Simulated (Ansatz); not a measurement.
# Na on Rh(111): change of the work function, part 2 of 2

Aim: the work function of Rh(111) at several coverages of Na (fcc site), and the dipole that each adsorbate carries.

Ansatz 0.2.0; plane-wave DFT, PBE, Ansatz PAW.

So far, work function, upper face (eV): step 2 (the clean slab) 5.17; step 3 (37 atoms, coverage 0.111 ML, cell 3x3) 2.88.

## (4) The covered slab, k-mesh 6×6×1, coverage 0.25 ML

System of this step: Na/Rh(111). The cell holds 17 atoms: 16 Rh and 1 Na. Its edges and angles: a = 5.374 Å, b = 5.374 Å, c = 27.341 Å, α = 90.0°, β = 90.0°, γ = 60.0°. Vacuum lies along c.

Another coverage, to see how the dipoles act on each other as their distance changes.

The input, input.yaml:

```yaml
crystal:
  lattice:
    - [5.374011537, -1.0e-10, 0.0]
    - [2.6870057685, 4.6540305112, 0.0]
    - [0.0, 0.0, 27.3410211784]
  atoms:
    - { symbol: Rh, position: [0.0, 0.0, 0.3291757079] }
    - { symbol: Rh, position: [0.1666666667, 0.1666666667, 0.4094189075] }
    - { symbol: Rh, position: [0.3333333333, 0.3333333333, 0.4895240732] }
    - { symbol: Rh, position: [0.0, 0.0, 0.5696133429] }
    - { symbol: Rh, position: [0.0, 0.5, 0.3291757079] }
    - { symbol: Rh, position: [0.1666666667, 0.6666666667, 0.4094189075] }
    - { symbol: Rh, position: [0.3333333333, 0.8333333333, 0.4895240732] }
    - { symbol: Rh, position: [0.0, 0.5, 0.5696133429] }
    - { symbol: Rh, position: [0.5, 0.0, 0.3291757079] }
    - { symbol: Rh, position: [0.6666666667, 0.1666666667, 0.4094189075] }
    - { symbol: Rh, position: [0.8333333333, 0.3333333333, 0.4895240732] }
    - { symbol: Rh, position: [0.5, 0.0, 0.5696133429] }
    - { symbol: Rh, position: [0.5, 0.5, 0.3291757079] }
    - { symbol: Rh, position: [0.6666666667, 0.6666666667, 0.4094189075] }
    - { symbol: Rh, position: [0.8333333333, 0.8333333333, 0.4895240732] }
    - { symbol: Rh, position: [0.5, 0.5, 0.5696133429] }
    - { symbol: Na, position: [0.1666666667, 0.1666666667, 0.6708242921] }
kpoints:
  mp_grid: { grid: [6, 6, 1] }
hamiltonian:
  xc: pbe
scf:
  occupations: { method: fermi_dirac, width: 0.1 }
  convergence: { dr2_threshold: 1.0e-08 }
efield:
  axis: 3
  dipole_correction: true
  ramp_position: 0.97
  ramp_width: 0.06
relax:
  f_tol: 0.02
  max_steps: 60
  constraints: [{ sites: [0, 1, 4, 5, 8, 9, 12, 13] }]
output:
  dos: { projected: true, e_range: [-8, 4] }
  write_potential: true
  write_density: true
  volumetric_format: npy
  elf: true
```

The run is started by

```bash
> ansatz run input.yaml --threads 4 --pin off --max-ram 16384MiB --backend cpu --events-out ev --progress --plain --runs-dir out
```

Elapsed: 2.5 min, on 4 threads of Arm Neoverse V1, shared host; peak memory 2.7 GiB; 9.7 min of CPU time.

Relaxation path:

```
step  energy less that of the first step (eV)  largest force component (eV/Å)
   1                                   0.0000                          0.6641
   2                                  -0.0782                          0.5046
   3                                  -0.1352                          0.0516
   4                                  -0.1360                          0.0320
   5                                  -0.1364                          0.0045
```

The run keeps the 6 symmetry operations that the program found, so distortions that break them were not tested.

The atoms that moved most (Å):

```
atom      dx      dy      dz  length
Na17   0.000   0.000  -0.327   0.327
Rh16   0.000   0.000   0.058   0.058
 Rh4  -0.015  -0.009   0.001   0.018
 Rh8   0.000   0.018   0.001   0.018
Rh12   0.015  -0.009   0.001   0.018
 Rh3   0.002   0.001   0.016   0.016
 Rh7   0.000  -0.002   0.016   0.016
Rh11  -0.002   0.001   0.016   0.016
```

Final coordinates:

```cif
data_structure
_symmetry_space_group_name_H-M 'P 1'
_symmetry_Int_Tables_number 1
_cell_length_a 5.3740
_cell_length_b 5.3740
_cell_length_c 27.3410
_cell_angle_alpha 90.000
_cell_angle_beta 90.000
_cell_angle_gamma 60.000
_cell_volume 683.82
loop_
_atom_site_label
_atom_site_type_symbol
_atom_site_fract_x
_atom_site_fract_y
_atom_site_fract_z
_atom_site_occupancy
Rh1 Rh 0.00000 0.00000 0.32918 1
Rh2 Rh 0.16667 0.16667 0.40942 1
Rh3 Rh 0.33353 0.33353 0.49010 1
Rh4 Rh 0.99808 0.99808 0.56965 1
Rh5 Rh 0.00000 0.50000 0.32918 1
Rh6 Rh 0.16667 0.66667 0.40942 1
Rh7 Rh 0.33353 0.83294 0.49010 1
Rh8 Rh 0.99808 0.50384 0.56965 1
Rh9 Rh 0.50000 0.00000 0.32918 1
Rh10 Rh 0.66667 0.16667 0.40942 1
Rh11 Rh 0.83294 0.33353 0.49010 1
Rh12 Rh 0.50384 0.99808 0.56965 1
Rh13 Rh 0.50000 0.50000 0.32918 1
Rh14 Rh 0.66667 0.66667 0.40942 1
Rh15 Rh 0.83333 0.83333 0.48898 1
Rh16 Rh 0.50000 0.50000 0.57173 1
Na17 Na 0.16667 0.16667 0.65887 1
```

This step gave:

| Item | Value |
| --- | --- |
| energy at zero smearing | -103927.1328 eV |
| work function, upper face | 1.723 eV |
| work function, lower face | 5.172 eV |
| dipole along the normal | 0.4767 e·Å |
| step between the vacuum levels | -3.449 eV |

Running mean over 2.194 Å of the planar mean; the ramp of the sawtooth is left out. Electron's electrostatic potential energy less the Fermi level against z:

```
z (Å)  electron's electrostatic potential energy less the Fermi level (eV)
    4                                                                 5.17
    5                                                                 5.17
    6                                                                 5.10
    7                                                                 4.17
    8                                                                -5.57
    9                                                                -12.7
   10                                                                -13.1
   11                                                                -13.2
   12                                                                -13.2
   13                                                                -13.2
   14                                                                -13.1
   15                                                                -13.0
   16                                                                -11.7
   17                                                                -1.91
   18                                                                0.826
   19                                                                0.744
   20                                                                 1.55
   21                                                                 1.68
   22                                                                 1.71
   23                                                                 1.72
   24                                                                 1.72
```

The density of states has structure finer than the step of the table below, so its rows give means over 0.25 eV. Peaks (eV: height): -3.850: 58.5, -2.770: 94.9, -2.620: 46.1, -2.350: 49.5, -1.680: 63.8, -0.690: 48.4, 0.120: 46.8.

Density of states against energy, zero at the Fermi level; means over each step:

```
energy (eV)  density of states (states/eV a cell)
      -7.75                                     0
      -7.50                                0.0631
      -7.25                                 0.854
      -7.00                                 0.877
      -6.75                                  1.01
      -6.50                                  1.07
      -6.25                                  1.69
      -6.00                                  4.21
      -5.75                                  10.1
      -5.50                                  20.6
      -5.25                                  24.7
      -5.00                                  28.0
      -4.75                                  22.1
      -4.50                                  23.8
      -4.25                                  21.1
      -4.00                                  16.3
      -3.75                                  23.2
      -3.50                                  17.9
      -3.25                                  18.2
      -3.00                                  26.5
      -2.75                                  40.7
      -2.50                                  28.7
      -2.25                                  29.2
      -2.00                                  26.2
      -1.75                                  23.8
      -1.50                                  30.0
      -1.25                                  18.3
      -1.00                                  22.9
      -0.75                                  30.6
      -0.50                                  28.3
      -0.25                                  21.3
       0.00                                  25.8
       0.25                                  33.2
       0.50                                  28.6
       0.75                                  18.8
       1.00                                  6.93
       1.25                                  5.36
       1.50                                  5.97
       1.75                                  9.32
```

Projected DOS per atom over height of the atomic layer and energy from the Fermi level. Layers: Rh4 Rh4 Rh4 Rh4 Na from below.

Ten even steps from '_' (0.00 states/eV) to '@' (2.35 states/eV), each cell a mean:
```
........::
..__....::
--------::
##%%%%**..
##++++##__
%%****%%__
##==++##__
##++****..
##====##..
@@****@@__
@@%%%%@@__
==****++__
==++++++__
++====++__
++**++++__
==@@@@==__
::####::__
__::::____
__________
__________
__________
__________
```
Columns: height of the atomic layer (Å) from 9 to 18.0 (not evenly spaced); rows upwards: energy from the Fermi level (eV) from -7.96 to 1.95.

Electrostatic potential energy in the ca plane at fractional y = 0.167, with atoms of Rh and Na within 0.2 Å of it. With pseudopotentials it is smooth inside the atoms' cores, unlike the true potential.

Values in eV, 8 rows by 16 columns, each cell a mean:
```
-20   4   2   4 -19  -3 -13  -7   7   6   6   7   8   8   8   8
 -3  -1 -34  -2  -4   3   0   2   9   8   8   8   8   8   8   8
  5 -13 -57 -15   5   7   7   7   9   9   8   8   8   8   8   8
 -4  -2 -36  -3  -2   4  -1   2   9   8   8   8   8   8   8   8
-20   4   1   4 -19  -3 -13  -7   7   6   6   7   8   8   8   8
 -3  -1 -33  -2  -4   3   0   3   3 -11   4   7   8   8   8   8
  5 -13 -57 -15   5   7   7   7  -6 -48   2   7   8   8   8   8
 -3  -2 -36  -3  -2   4   0   2   2 -13   4   7   8   8   8   8
```
Columns run along c (16.0 Å, from fractional 0.32 to 0.91 of the cell; values clipped at the 3rd and 97th percentile), rows up along a (5.4 Å). Atoms in or near the plane, at fractional coordinates: Rh at (0.41, 0.17), Rh at (0.41, 0.67), Na at (0.66, 0.17).

ELF in the ca plane at fractional y = 0.167, with atoms of Rh and Na within 0.2 Å of it. It is the smooth field of the valence electrons, not physical close to the nuclei.

Ten even steps from '0' (0.00) to '9' (0.77), each cell a mean:
```
55323233332455333355433200000011100000000000
55322233332455333355433321000111000000000000
33233466433333322233323322111100000000000000
33333799733333222233333222111000000000000000
33334899833333222233333222111000000000000000
33333799633332222233333222111100000000000000
43332455333333322334333322111110000000000000
55323233332455333355433310000111000000000000
55322233332455333345333100000001100000000000
33233466433333322233332025520001110000000000
33333799733333222233331266761001110000000000
33334899833333222233441364572001110000000000
33333799633332222233331167761001110000000000
43332455333333222333332014410001100000000000
```
Columns run along c (16.0 Å, from fractional 0.32 to 0.91 of the cell), rows up along a (5.4 Å). Atoms in or near the plane, at fractional coordinates: Rh at (0.41, 0.17), Rh at (0.41, 0.67), Na at (0.66, 0.17).

Valence density in the ca plane at fractional y = 0.167, with atoms of Rh and Na within 0.2 Å of it. It is the smooth field of the valence electrons, not physical close to the nuclei.

Values in e/Å³, 8 rows by 16 columns, each cell a mean:
```
 2  0  0  0  2  1  1  1  0  0  0  0  0  0  0  0
 1  1  3  1  1  0  1  0  0  0  0  0  0  0  0  0
 0  1 10  2  0  0  0  0  0  0  0  0  0  0  0  0
 1  1  4  1  1  0  1  0  0  0  0  0  0  0  0  0
 2  0  0  0  2  1  1  1  0  0  0  0  0  0  0  0
 1  1  3  1  1  0  0  0  0  2  0  0  0  0  0  0
 0  1 10  2  0  0  0  0  1 11  0  0  0  0  0  0
 1  1  4  1  1  0  1  0  0  2  0  0  0  0  0  0
```
Columns run along c (16.0 Å, from fractional 0.32 to 0.91 of the cell), rows up along a (5.4 Å). Atoms in or near the plane, at fractional coordinates: Rh at (0.41, 0.17), Rh at (0.41, 0.67), Na at (0.66, 0.17).

The relaxation took 5 steps and lowered the energy by 0.14 eV; the largest force on the free atoms ends at 0.0045 eV/Å.

By hand: a sheet of dipoles makes a step −p/(ε₀A) in the electron's potential. With e/ε₀ = 180.95 V·Å, p = 0.4767 e·Å and A = 25.01 Å², that is −180.95 × (0.4767) / 25.01 = -3.449 eV, and the two vacuum levels of the run differ by -3.449 eV.

The covered face has 1.72 eV, -3.44 eV against the clean one; the bare back face has moved by +0.00 eV, a measure of how thin the slab is.

## (5) Work function against coverage

This step: plane-wave DFT, PBE, Ansatz PAW; work function against coverage (Ansatz 0.2.0).

The runs are now put side by side.

Numbers from this step:

* work function of the clean face: 5.167 eV
* largest change of the work function: -3.444 eV

Work function of the covered face against coverage:

```
coverage (adsorbates/nm²)  work function of the covered face (eV)
                     0.00                                    5.17
                     1.78                                    2.88
                     4.00                                    1.72
```

The dipole per adsorbate comes from the change of the cell's dipole. Coverage, by row:

```
coverage (1/nm²)  coverage (ML)  work function (eV)  change (eV)  dipole per adsorbate, positive end outwards (debye)  mean height of the added atoms over the highest substrate atom (Å)
           1.777         0.1111               2.878        -2.29                                                3.437                                                               2.475
           3.998           0.25               1.723       -3.444                                                2.288                                                               2.383
```

## (6) Outcome

| Property | Result |
| --- | --- |
| work function of the clean face | 5.17 eV |
| work function at 0.11 ML | 2.88 eV |
| work function at 0.25 ML | 1.72 eV |
| dipole per adsorbate at 0.11 ML, positive end outwards | 3.44 D |

What this shows: Na lowers the work function of Rh(111) at the lowest coverage, by 2.29 eV: the adsorbate layer has its positive end outwards. The slab has 4 layers, at the tabulated experimental lattice constant, one starting site was run, and quantum-size effects of a slab this thin can reach one or two tenths of an eV.

[Long decimals in the printed logs are rounded to 6 places.]

[Logs are printed without paths, hosts, clocks, repeated set-up lines and the standing remarks that a program may print on its own settings, such as how far it seeks lower states.]

[Hosts, paths, dates, database ids (printed as entryN), source tags and the programs' standing remarks are cut or masked in the printed files.]

[Maps of the electrostatic potential energy from Ansatz leave out the sawtooth potential of an applied field or a dipole correction, so their vacuum need not be flat; planar profiles and work functions include it.]

[The density of states shown here was stored with 400 of the rows of the run's finer table, so its peaks can read low, often by over a quarter, or be missed, and its means over a window can be off by a tenth or more.]
